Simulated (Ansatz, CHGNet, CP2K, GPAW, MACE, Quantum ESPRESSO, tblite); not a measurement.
# Which run comes nearest? Ge(111) slab, H on both faces (54 atoms)

The cell holds 54 atoms: 36 Ge and 18 H. Its edges and angles: a = 12.002 Å, b = 12.002 Å, c = 19.143 Å, α = 90.0°, β = 90.0°, γ = 120.0°. It derives from Ge (diamond-structure). Diamond-structure Ge (a = 5.658 Å), (111) slab of 4 atomic planes, 3 x 3 surface cells, H on the broken bonds of both faces, 12 Å of vacuum; displaced by a Gaussian of 0.02 Å. Then every atom was moved at random, 0.02 Å r.m.s. a Cartesian component (hydrogen 0.6 of that). Regions: slab, 36 atoms (36 Ge); hydrogen, 18 atoms (18 H). Vacuum lies along c.

Geometry: as built.

The reference, a calculation:

| Property | Result |
| --- | --- |
| method | Kohn-Sham DFT, PBE, SSSP efficiency 1.3.0 pseudopotentials, plane waves (Quantum ESPRESSO 7.5); sssp-pbe-1.3.0-efficiency, cutoffs 45/360 Ry, Γ point |
| r.m.s. force component | 0.5361 eV/Å |
| longest force | 2.246 eV/Å |
| gap (highest filled to lowest empty level) | 0.6927 eV |
| time | 3.2 min on 4 MPI ranks of Arm Neoverse V2, shared host |
| CPU time | 13 min |

Q: Estimate the differences from the reference, the CPU time and the memory of each run.
- CP2K PBE, DZVP-MOLOPT-SR, 450/50 Ry, OT CG (CP2K 2026.2; 2 threads)
- GPAW RPBE, LCAO dzp, h 0.2 Å (GPAW 26.7.0; 1 thread)
- CP2K r2SCAN, SCAN potentials, DZVP-UZH(SCAN), 600/50 Ry, OT CG (CP2K 2026.2; 2 threads)
- CP2K PBE+D3, DZVP-MOLOPT-SR, 450/50 Ry, OT CG (CP2K 2026.2; 2 threads)
- CHGNet r2SCAN potential (CHGNet r2SCAN; 1 thread)
- GPAW PBE, LCAO dzp, h 0.2 Å, other mixer settings (GPAW 26.7.0; 1 thread)
- GPAW PBE, LCAO sz(dzp), h 0.2 Å (GPAW 26.7.0; 1 thread)
- CP2K GFN1-xTB, OT DIIS (CP2K 2026.2; 1 thread)
- CP2K PBE, DZVP-MOLOPT-SR, 450/30 Ry, OT CG (CP2K 2026.2; 2 threads)
- CP2K PBE, DZVP-MOLOPT (SR for Ge), 450/50 Ry, OT CG (CP2K 2026.2; 2 threads)

Differences are against the plane-wave reference, forces as r.m.s. over components; share is that over the reference's r.m.s. force, slope the least-squares factor from reference forces to these. Total energies of different programs have different zeros and aren't compared.

```
                                                           run  Δ force, r.m.s. (meV/Å)  share (%)  slope  Δ gap (eV)  cores  CPU time  memory (GiB)
                                                     reference                        -          -      -           -      4    13 min           5.4
                    CP2K PBE, DZVP-MOLOPT-SR, 450/50 Ry, OT CG                     91.2       17.0  0.928      0.0026      2   7.5 min           2.4
                                  GPAW RPBE, LCAO dzp, h 0.2 Å                      161       30.1  1.173       0.151      1      57 s           1.1
CP2K r2SCAN, SCAN potentials, DZVP-UZH(SCAN), 600/50 Ry, OT CG                      185       34.6  0.868       0.298      2    17 min           3.5
                 CP2K PBE+D3, DZVP-MOLOPT-SR, 450/50 Ry, OT CG                     90.1       16.8  0.929      0.0021      2   7.7 min           2.4
                                       CHGNet r2SCAN potential                      274       51.2  0.564           -      1     2.8 s          0.52
             GPAW PBE, LCAO dzp, h 0.2 Å, other mixer settings                      146       27.3  1.171      0.0658      1      65 s          0.99
                      GPAW PBE, LCAO sz(dzp), h 0.2 Å (coarse)                      781        146  1.846       0.166      1      23 s          0.95
                                        CP2K GFN1-xTB, OT DIIS                      217       40.6  0.758           -      1     3.4 s           0.4
           CP2K PBE, DZVP-MOLOPT-SR, 450/30 Ry, OT CG (coarse)                     91.2       17.0  0.928      0.0026      2   6.5 min           2.4
           CP2K PBE, DZVP-MOLOPT (SR for Ge), 450/50 Ry, OT CG                     20.3       3.79  0.993       0.008      2    14 min           2.4
```

Rows marked coarse were listed beforehand as settings not expected to be converged; some can still land near the reference.

Times of the machine-learned potentials are mostly Python's start and the loading of weights.

CPU time is summed over cores on a shared host, where runs went side by side, so it is rough. Symmetry, cutoffs, thresholds, outputs and thread counts weren't matched or tuned between programs; memory under MPI is the largest rank's times the ranks.

The PBE runs in local orbitals, coarse settings apart, differ by 3.8 % (CP2K PBE, DZVP-MOLOPT (SR for Ge), 450/50 Ry, OT CG) to 27 % (GPAW PBE, LCAO dzp, h 0.2 Å, other mixer settings); basis, grid and potentials can all enter. Tight binding differs by 41 % (CP2K GFN1-xTB, OT DIIS); it is another model, with fitted parameters of its own, and the xTB methods hold dispersion. Machine-learned potentials differ by 51 % (CHGNet r2SCAN potential); they were trained on other programs' data, some at another functional. Rows with another functional or a dispersion term differ by 17 % (CP2K PBE+D3, DZVP-MOLOPT-SR, 450/50 Ry, OT CG) to 35 % (CP2K r2SCAN, SCAN potentials, DZVP-UZH(SCAN), 600/50 Ry, OT CG), which mixes the change of model with differences of basis and potentials, some of them made for another functional. Periodic xTB results under one method name differ between programs and library versions. Machine-learned potentials mimic data converged in k, so the reference's own k-point error enters their differences. The electronic-structure runs sample only Γ, in a cell whose shortest periodic width is 10 Å.

[Logs are printed without paths, hosts, clocks, repeated set-up lines and the standing remarks that a program may print on its own settings, such as how far it seeks lower states.]

[Hosts, paths, dates, database ids (printed as entryN), source tags and the programs' standing remarks are cut or masked in the printed files.]
